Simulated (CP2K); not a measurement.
Two runs for the C K edge of bicarbonate. Run A: CP2K XAS_TDP, all-electron GAPW, PBEh(45%), aug-cc-pVTZ, TDA, no relativity. Run B differs in one setting.

First lines with a strength over 0.0015. A:

```
              atom  energy (eV)  states  strength, one atom
C2 (bonded to 3 O)       284.83       1              0.0874
                         288.01       1              0.0035
                         288.66       1              0.0310
                         288.99       1              0.0030
                         290.21       1              0.0160
```

B:

```
              atom  energy (eV)  states  strength, one atom
C2 (bonded to 3 O)       290.54       1              0.0857
                         293.73       1              0.0034
                         294.38       1              0.0304
                         294.70       1              0.0029
                         295.93       1              0.0157
```

Which was it: GW2X switched on, the basis, the functional, scalar relativity switched on?

GW2X switched on. GW2X shifts an atom's lines together and keeps their spacings. Against PBEh(45%) in aug-cc-pVTZ, the leading line moves by +5.71 eV, to 290.54 eV.

[Banner, clock and machine lines of the logs are left out without a mark of their own.]

[Logs are printed without paths, hosts, clocks, repeated set-up lines and the standing remarks that a program may print on its own settings, such as how far it seeks lower states.]

[Hosts, paths, dates, database ids (printed as entryN), source tags and the programs' standing remarks are cut or masked in the printed files.]
